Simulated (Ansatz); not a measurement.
# La2O3 (P-3m1): modes against uniaxial strain along c, part 2 of 3

Wanted: the shifts of the zone-centre modes of La2O3 (P-3m1) with strain.

Ansatz 0.2.0; DFT LDA, scalar-relativistic, plane waves, PAW; PAW set soft_1.

So far: Set-up; Bringing the structure to rest.

## 2. Bringing the structure to rest (continued)

Valence density in the ac plane at fractional y = 0.333, with atoms of O and La within 0.2 Å of it. It is the smooth field of the valence electrons, not physical close to the nuclei.

Values in e/Å³, 21 rows by 14 columns, each cell a mean:
```
0.1 0.2 0.2 0.2 0.2 0.1 0.1 0.2 0.3 0.4 0.3 0.3 0.2 0.1
0.1 0.1 0.2 0.1 0.1 0.2 0.3 0.5 0.8 0.9 0.9 0.6 0.4 0.2
0.2 0.1 0.1 0.1 0.1 0.3 0.5 1.1 1.5 1.6 1.5 1.3 0.7 0.4
0.2 0.1 0.1 0.1 0.2 0.4 0.8 1.5 1.7 1.8 1.8 1.6 1.1 0.5
0.2 0.1 0.1 0.1 0.2 0.5 1.0 1.6 1.8 1.8 1.8 1.7 1.3 0.7
0.2 0.2 0.2 0.2 0.2 0.4 1.0 1.6 1.8 1.8 1.8 1.7 1.2 0.6
0.2 0.2 0.2 0.2 0.2 0.4 0.7 1.4 1.7 1.7 1.7 1.5 1.0 0.5
0.2 0.2 0.2 0.2 0.2 0.2 0.4 0.8 1.1 1.3 1.2 0.9 0.5 0.3
0.1 0.1 0.2 0.2 0.1 0.1 0.2 0.4 0.6 0.7 0.6 0.5 0.2 0.2
0.1 0.1 0.1 0.1 0.1 0.1 0.1 0.3 0.4 0.5 0.4 0.3 0.2 0.1
0.1 0.1 0.1 0.1 0.1 0.1 0.2 0.4 0.7 0.9 0.8 0.5 0.2 0.1
0.1 0.1 0.1 0.1 0.1 0.2 0.3 0.9 2.0 2.9 2.4 1.3 0.5 0.2
0.2 0.1 0.1 0.1 0.1 0.2 0.5 1.8 4.3 6.6 5.5 2.6 0.8 0.3
0.2 0.2 0.3 0.3 0.2 0.3 0.6 2.0 5.0 7.6 6.3 3.0 0.9 0.4
0.3 0.4 0.4 0.4 0.3 0.3 0.4 1.3 2.9 4.4 3.6 1.8 0.6 0.3
0.3 0.4 0.5 0.5 0.3 0.3 0.3 0.6 1.2 1.6 1.4 0.8 0.4 0.2
0.2 0.4 0.4 0.4 0.3 0.2 0.2 0.3 0.4 0.5 0.4 0.3 0.2 0.2
0.2 0.3 0.3 0.3 0.2 0.1 0.1 0.1 0.1 0.2 0.1 0.1 0.1 0.1
0.2 0.2 0.3 0.2 0.2 0.1 0.1 0.1 0.1 0.1 0.1 0.1 0.1 0.1
0.2 0.2 0.2 0.2 0.2 0.1 0.1 0.1 0.1 0.1 0.1 0.1 0.1 0.1
0.2 0.2 0.2 0.2 0.2 0.1 0.1 0.1 0.1 0.1 0.1 0.1 0.1 0.1
```
Columns run along a (3.9 Å), rows up along c (6.0 Å). Atoms in or near the plane, at fractional coordinates: O at (0.67, 0.35), La at (0.67, 0.76).

In this step the volume went from 16.36 to 15.54 Å³/atom.

## 3. Tight relaxation

Phonons need small forces and stress, so the relaxation is finished with tight tolerances on 9×9×4 k points.

Contents of input.yaml:

```yaml
crystal:
  lattice:
    - [3.8830423802, 0.0, 0.0]
    - [-1.9415211901, 3.3628133452, 0.0]
    - [0.0, 0.0, 5.9513835823]
  atoms:
    - { symbol: O, position: [0.6666666667, 0.3333333333, 0.3534203796] }
    - { symbol: O, position: [0.3333333333, 0.6666666667, 0.6465796204] }
    - { symbol: O, position: [0.0, 0.0, 0.0] }
    - { symbol: La, position: [0.6666666667, 0.3333333333, 0.7560169059] }
    - { symbol: La, position: [0.3333333333, 0.6666666667, 0.2439830941] }
kpoints:
  mp_grid: { grid: [9, 9, 4] }
hamiltonian:
  xc: lda
  pseudopotentials: { kind: paw, azcp: { folder: soft_1 }, xc_functional: pbe }
scf:
  occupations: { method: fixed }
output:
  forces: true
  stress: true
  eigenvalues: true
relax:
  adjacent_minimum: "off"
  f_tol: 0.001
  max_steps: 60
  cell: { stress_tol: 0.01 }
```

Command:

```sh
ansatz run input.yaml --threads 8 --pin off --max-ram 16384MiB --backend cpu --events-out ev --progress --plain --runs-dir out
```

Numbers of over 12 decimals in the logs are rounded to 6 here.

Output:

```text
[...]
Crystal: 5 atoms, lattice volume = 77.713 Å³
Basis set: ecut = 420 eV, 1519 PW (Γ)
Bands: 25, of which v1, the nominal top of the filled ones, is band 20 counted from 1 (19 counted from 0)
Symmetry: 12 space group operations
[...]
k-points: 43 of 324
[...]
cell:  # Å, volume = 77.7068 Å³
    - [3.883107, 0.0, 0]
    - [-1.941553, 3.362869, 0]
    - [0, 0, 5.950725]
  atoms:
    - { symbol: O, position: [0.666667, 0.333333, 0.353389] }
    - { symbol: O, position: [0.333333, 0.666667, 0.646611] }
    - { symbol: O, position: [0, 0, 0.0] }
    - { symbol: La, position: [0.666667, 0.333333, 0.756029] }
    - { symbol: La, position: [0.333333, 0.666667, 0.243971] }
[key lines of the parts left out:]
SCF converged after 5 iterations
Free energy (F): -13828.310781 eV
Fermi energy:    9.967765 eV
P = ⅓ Tr σ = -0.0003 GPa (-0.003 kbar)
```

Run time: 3.4 s. Hardware: 8 threads of Arm Neoverse V2, shared host; peak memory 0.48 GiB.

Little changed from the start: no atom moved by 0.005 Å and no cell edge by 0.1 %.

This step gave:

- pressure: -3.14e-4 GPa

The largest force component left is 0.45 meV/Å and the pressure is 0.000 GPa, within the tolerances set. The cell now holds 15.54 Å³/atom.

## 4. Modes at rest

The modes at rest are the reference of the series, and the response to a field gives the dielectric tensor and the Born charges.

input.yaml, the sections that differ from step 3:

```yaml
crystal:
  lattice:
    - [3.8831065568, 0.0, 0.0]
    - [-1.9415532784, 3.3628689238, 0.0]
    - [0.0, 0.0, 5.9507247912]
  atoms:
    - { symbol: O, position: [0.6666666667, 0.3333333333, 0.3533887118] }
    - { symbol: O, position: [0.3333333333, 0.6666666667, 0.6466112882] }
    - { symbol: O, position: [0.0, 0.0, 0.0] }
    - { symbol: La, position: [0.6666666667, 0.3333333333, 0.7560294688] }
    - { symbol: La, position: [0.3333333333, 0.6666666667, 0.2439705312] }
output:
  eigenvalues: true
phonons:
  method: dfpt
  dielectric: true
  rigid_motions: translations
# kpoints, hamiltonian, scf: as in step 3
# relax: removed
```

Output:

```text
[...]
Crystal: 5 atoms, lattice volume = 77.707 Å³
Basis set: ecut = 420 eV, 1519 PW (Γ), exchange–correlation on 54×54×80 points (8 copies of the dense FFT grid, shifted against one another)
Bands: 25, of which v1, the nominal top of the filled ones, is band 20 counted from 1 (19 counted from 0)
Symmetry: 12 space group operations
k-points: 95 of 324 (irreducible under 2 space group operations, time reversal used)
[...]
SCF iter   1: F=—  HF=-13829.057061 eV  |F-HF|=—  |Δ(HF+E_count)|=         —  Δρ=7.10e-2  dr2=3.68e0  ethr=3.10e-3  ⟨swp⟩=4.0  Hψ=9681  notcnv=0  defer=154
[...]
SCF iter  11: F=-13828.310784 eV  HF=-13828.310784 eV  |F-HF|=1.82e-12  |Δ(HF+E_count)|=  1.47e-10  Δρ=2.35e-7  dr2=3.24e-11  ethr=1.00e-12  ⟨swp⟩=19.4  Hψ=19965  notcnv=0
SCF 1 converged in 11 iterations: F = -13828.310784 eV  dr2 = 3.24e-11
[...]
NSCF: frozen V_eff on 4 k-points
DFPT response loops at Γ: preconditioner auto → Resta (q_TF=auto, 2.442 Å⁻¹)  ε∞=4.0 (no band partly filled); β = 1.00, the filter's whole step (`scf.mixing.beta` (0.50) is not read by the response loops at its default; to damp them type it under 1.00, their step now; it binds the ground state too); Broyden in place of MSR1
── the response to a field inside a basis, on 10×10×4 k-points: an SCF that follows is theirs, and a resumed run solves both again ──
Bands: 21, of which v1, the nominal top of the filled ones, is band 20 counted from 1 (19 counted from 0)
k-points: 110 of 400 (irreducible under 4 space group operations)
[...]
Eigensolver: Dense (110 Hₖ)
SCF iter   1: F=—  HF=-13828.304776 eV  |F-HF|=—  |Δ(HF+E_count)|=         —  Δρ=3.78e-4  dr2=2.23e-5  ethr=1.00e-1
[...]
SCF iter   4: F=-13828.304767 eV  HF=-13828.304767 eV  |F-HF|=3.36e-8  |Δ(HF+E_count)|=   3.34e-7  Δρ=8.04e-6  dr2=4.18e-8  ethr=2.50e-9
SCF 1 converged in 4 iterations: F = -13828.304767 eV  dr2 = 4.18e-8
[...]
SCF converged after 11 iterations
Free energy (F): -13828.310784 eV
[...]
Internal energy: -13828.310784 eV  (E = F + TS)
E sigma→0 (E₀):  -13828.310784 eV
Fermi energy:    9.967762 eV
[...]
--- Band table (eV; the first three rows and the last of 95) ---
  k-point 0: bands = [... 16 lower, 8.1404, 9.4981, 9.4981, 9.7837, 14.2565, 14.4898, 14.4898, 15.3360, ... 1 higher]
  k-point 1: bands = [... 16 lower, 8.5789, 9.4547, 9.5599, 9.5599, 14.4137, 14.5813, 14.5813, 15.2842, ... 1 higher]
  k-point 2: bands = [... 16 lower, 8.8619, 9.0507, 9.6322, 9.6322, 14.6678, 14.6678, 14.6722, 15.0716, ... 1 higher]
  k-point 94: bands = [... 16 lower, 9.1962, 9.2125, 9.6690, 9.9565, 14.5091, 14.6888, 14.8168, 15.2725, ... 1 higher]
--- Phonons (Γ-DFPT): 6 representative perturbations + reference, on 95 of 324 k-points (Σ response iterations 23) ---
  k mesh reduced under 2 symmetry operations, with k and −k counted as one. Each operation leaves every solved perturbation unchanged. A smaller set is not considered because the run solves the response to a homogeneous field
  ASR residual: 2.262e-4 → 0.000e0 eV/Å²; symmetrization residual: 1.284e-6 eV/Å²
  ASR residual per site (eV/Å²): 1.09e-4 1.09e-4 2.26e-4 2.07e-5 2.07e-5
  Γ frequencies (cm⁻¹): 0.00 0.00 0.00 107.93 107.93 199.71 203.79 203.79 207.19 375.34 375.34 396.91 407.82 407.82 447.35
  ε∞ (high-frequency dielectric tensor):
        4.918897     0.000000     0.000000
        0.000000     4.918897     0.000000
        0.000000     0.000000     4.875554
  ε⁰ (static dielectric tensor: ions relaxed, cell fixed):
       24.001064     0.000000    -0.000000
        0.000000    24.001064    -0.000000
       -0.000000    -0.000000    24.934015
  ε⁰ − ε∞ (ionic part):
       19.082168     0.000000    -0.000000
        0.000000    19.082168    -0.000000
       -0.000000    -0.000000    20.058461
  softest optical mode at Γ: 107.93 cm⁻¹; the repairs (sum rule, projections) moved no ω² at Γ by more than (2.04 cm⁻¹)²
  Born effective charges Z* (e; rows j = field, columns β = displacement):
    site 0:
        -2.85285    0.00000    0.00000
         0.00000   -2.85285   -0.00000
        -0.00000   -0.00000   -2.58729
    site 1:
        -2.85285    0.00000    0.00000
         0.00000   -2.85285   -0.00000
         0.00000   -0.00000   -2.58729
    site 2:
        -2.74453    0.00000   -0.00000
         0.00000   -2.74453   -0.00000
         0.00000   -0.00000   -2.57317
    site 3:
         4.22512   -0.00000   -0.00000
        -0.00000    4.22512    0.00000
         0.00000    0.00000    3.87387
    site 4:
         4.22512   -0.00000    0.00000
        -0.00000    4.22512    0.00000
        -0.00000    0.00000    3.87387
  Z* charge neutrality: 1.685e-3 e pre-enforcement
  solved inside a basis spanned on kpoints, on 10×10×4 k-points, its susceptibility summed on 12×12×6: ε∞ is read to err by 1.3e-2, Z* by 1.4e-2 e (field_mesh: kpoints solves on kpoints); Z* is corrected for what the basis lacks
  optical modes at Γ without the LO–TO term, one row a degenerate level:
      ω (cm⁻¹)  modes    IR ((D/Å)²/amu)
        107.93      2             0.0000
        199.71      1             0.0000
        203.79      2            48.2225
        207.19      1            30.6975
        375.34      2            32.3060
        396.91      1             0.0000
        407.82      2             0.0000
        447.35      1             3.1411
  optical modes at Γ + LO–TO along q̂ = [1.0000, 0.0000, 0.0000]:
      ω (cm⁻¹)  modes    IR ((D/Å)²/amu)
        107.93      2             0.0000
        199.71      1             0.0000
        203.79      1            24.1113
        207.19      1            30.6975
        300.08      1             1.9471
        375.34      1            16.1530
        396.91      1             0.0000
        407.82      2             0.0000
[...]
optical modes at Γ + LO–TO along q̂ = [0.0000, 1.0000, 0.0000]:
      ω (cm⁻¹)  modes    IR ((D/Å)²/amu)
[...]
396.91      1             0.0000
        407.82      2             0.0000
        447.35      1             3.1411
        563.06      1            38.3171
  optical modes at Γ + LO–TO along q̂ = [0.0000, 0.0000, 1.0000]:
      ω (cm⁻¹)  modes    IR ((D/Å)²/amu)
        107.93      2             0.0000
        199.71      1             0.0000
        203.79      2            48.2225
        375.34      2            32.3060
        396.91      1             0.0000
        401.85      1             7.3582
        407.82      2             0.0000
        521.60      1            26.4804
```

Wall time 52 s (8 threads); peak memory 1.2 GiB.

Numbers from this step:

* sum-rule residual before enforcement: 2.26e-4 eV/Å²
* miss of the charge sum rule: 0.001685 e
* estimated error of the dielectric tensor: 0.01275
* estimated error of the Born charges: 0.01392 e
* point group: -3m
* highest optical mode at the zone centre (no LO-TO term): 447.4 cm⁻¹
* lowest optical zone-centre mode: 107.9 cm⁻¹
* mean high-frequency dielectric constant: 4.904
* largest Born charge (third of the trace): 4.108 e
* mean static dielectric constant: 24.31
* top of the zone-centre spectrum with the field: 563.1 cm⁻¹

Without the LO-TO term. Patterns of degenerate modes are one choice out of their space. Modes at Γ, with each element's share of the kinetic energy:

```tsv
mode	frequency (cm⁻¹)	symmetry	O %	La %
1	0.0	acoustic	15	85
2	0.0	acoustic	15	85
3	0.0	acoustic	15	85
4	107.9	Eg	2	98
5	107.9	Eg	2	98
6	199.7	A1g	4	96
7	203.8	Eu	91	9
8	203.8	Eu	91	9
9	207.2	A2u	87	13
10	375.3	Eu	94	6
11	375.3	Eu	94	6
12	396.9	A1g	96	4
13	407.8	Eg	98	2
14	407.8	Eg	98	2
15	447.4	A2u	99	1
```

Displacements in mode 5 (107.9 cm⁻¹), the largest set to 1:
```
O1   0.04 -0.46  0.00
O2  -0.04  0.46  0.00
O3   0.00  0.00  0.00
La4 -0.08  1.00  0.00
La5  0.08 -1.00  0.00
```

Displacements in mode 6 (199.7 cm⁻¹), the largest set to 1:
```
O1   0.00  0.00  0.63
O2   0.00  0.00 -0.63
O3   0.00  0.00  0.00
La4  0.00  0.00 -1.00
La5  0.00  0.00  1.00
```

Optical modes at the zone centre, without and with the macroscopic field of the longitudinal modes; each column is sorted by frequency, so a row need not hold one and the same mode. Modes with and without the field, by row:

```tsv
rank among optical modes	no field (cm⁻¹)	q along (1, 0, 0) (cm⁻¹)	q along (0, 0, 1) (cm⁻¹)
1	107.9	107.9	107.9
2	107.9	107.9	107.9
3	199.7	199.7	199.7
4	203.8	203.8	203.8
5	203.8	207.2	203.8
6	207.2	300.1	375.3
7	375.3	375.3	375.3
8	375.3	396.9	396.9
9	396.9	407.8	401.9
10	407.8	407.8	407.8
11	407.8	447.4	407.8
12	447.4	563.1	521.6
```

Born charge (rows field, columns displacement) (e), principal values of the symmetric part by kind of site:

```tsv
atom	atoms with these values	low	middle	high	mean
O1	2	-2.85	-2.85	-2.59	-2.76
O3	1	-2.74	-2.74	-2.57	-2.69
La4	2	3.87	4.23	4.23	4.11
```

In full for O1:

```
-2.85  0.00  0.00
 0.00 -2.85  0.00
 0.00  0.00 -2.59
```

High-frequency dielectric tensor:

```
4.92 0.00 0.00
0.00 4.92 0.00
0.00 0.00 4.88
```

Static dielectric tensor (ions relaxed, fixed cell):

```
24.00  0.00  0.00
 0.00 24.00  0.00
 0.00  0.00 24.93
```

Transverse modes. Lines of the infrared spectrum (strongest = 100):

```tsv
position (cm⁻¹)	label	relative intensity
108	Eg	0.0
200	A1g	0.0
204	Eu	100
207	A2u	64
375	Eu	67
397	A1g	0.0
408	Eg	0.0
447	A2u	6.5
```

Before it was imposed, the acoustic sum rule was missed by 2.3e-4 eV/Å² and the charge sum rule by 0.0017 e. Small misses are needed for a sound result but don't prove that mesh and cutoff are converged. The lowest optical mode is real, 108 cm⁻¹.

## 5. A member of the series: uniaxial strain of +4 % along c

The cell takes a uniaxial strain of +4 % along c. The strained length and the angles are held, while the rest of the cell and the atoms relax.

input.yaml, the sections that differ from step 4:

```yaml
crystal:
  lattice:
    - [3.8549216452, 0.0, 0.0]
    - [-1.9274608226, 3.3384600744, 0.0]
    - [0.0, 0.0, 6.1887537829]
  atoms:
    - { symbol: O, position: [0.6666666771, 0.3333333229, 0.3566271499] }
    - { symbol: O, position: [0.3333333229, 0.6666666771, 0.6433728501] }
    - { symbol: O, position: [0.0, 0.0, 0.0] }
    - { symbol: La, position: [0.6666666648, 0.3333333352, 0.7536800528] }
    - { symbol: La, position: [0.3333333352, 0.6666666648, 0.2463199472] }
output:
  forces: true
  stress: true
  eigenvalues: true
relax:
  adjacent_minimum: "off"
  f_tol: 0.001
  max_steps: 60
  cell: { stress_tol: 0.01, fix: [c, angles] }
# kpoints, hamiltonian, scf: as in step 4
# phonons: removed
```

Output:

```text
[...]
cell:  # Å, volume = 79.2801 Å³
    - [3.846052, 0, 0]
    - [-1.923026, 3.330779, 0]
    - [0, 0, 6.1887537829]
  atoms:
    - { symbol: O, position: [0.666667, 0.333333, 0.357470] }
    - { symbol: O, position: [0.333333, 0.666667, 0.642530] }
    - { symbol: O, position: [0, 0, 0] }
    - { symbol: La, position: [0.666667, 0.333333, 0.753041] }
    - { symbol: La, position: [0.333333, 0.666667, 0.246959] }
[key lines of the parts left out:]
SCF converged after 6 iterations
Free energy (F): -13828.274696 eV
Fermi energy:    9.711966 eV
P = ⅓ Tr σ = -1.2704 GPa (-12.704 kbar)
```

Run time: 16 s. Hardware: 8 threads; peak memory 0.56 GiB; 2 min of CPU time.

Step by step:

```tsv
step	energy less that of the first step (eV)	largest force component (eV/Å)	pressure (GPa)	volume (Å³)
1	0.0000	0.0892	-2.07	79.65
2	-0.0011	0.1401	-0.24	78.87
3	-0.0023	0.0252	-1.28	79.28
4	-0.0022	0.0265	-1.27	79.31
5	-0.0023	0.0018	-1.27	79.29
6	-0.0023	0.0000	-1.27	79.29
7*	-0.0014	0.0000	-1.29	79.29
8	-0.0015	0.0004	-1.27	79.28
9*	-0.0015	0.0004	-1.27	79.28
```

Relaxation steps marked * repeat the geometry before them on a plane-wave basis chosen anew for their cell, so energy and pressure can jump there. Relaxation steps 2, 4 were tried and not accepted.

```tsv
conventional cell, symmetrised	before	after	change
a (Å)	3.855	3.846	-0.2 %
b (Å)	3.855	3.846	-0.2 %
c (Å)	6.189	6.189	-0.0 %
volume (Å³/atom)	15.93	15.86	-0.5 %
```

Final coordinates:

```cif
data_structure
_symmetry_space_group_name_H-M 'P 1'
_symmetry_Int_Tables_number 1
_cell_length_a 3.8461
_cell_length_b 3.8461
_cell_length_c 6.1888
_cell_angle_alpha 90.000
_cell_angle_beta 90.000
_cell_angle_gamma 120.000
_cell_volume 79.28
loop_
_atom_site_label
_atom_site_type_symbol
_atom_site_fract_x
_atom_site_fract_y
_atom_site_fract_z
_atom_site_occupancy
O1 O 0.66667 0.33333 0.35747 1
O2 O 0.33333 0.66667 0.64253 1
O3 O 0.00000 0.00000 0.00000 1
La4 La 0.66667 0.33333 0.75304 1
La5 La 0.33333 0.66667 0.24696 1
```

Numbers from this step:

- pressure: -1.270 GPa
- gap on the k-mesh: 3.751 eV
- volume per atom: 15.86 Å³

The largest force component left is 0.36 meV/Å.

(Continued in part 3 of 3.)

[Logs are printed without paths, hosts, clocks, repeated set-up lines and the standing remarks that a program may print on its own settings, such as how far it seeks lower states.]

[Hosts, paths, dates, database ids (printed as entryN), source tags and the programs' standing remarks are cut or masked in the printed files.]
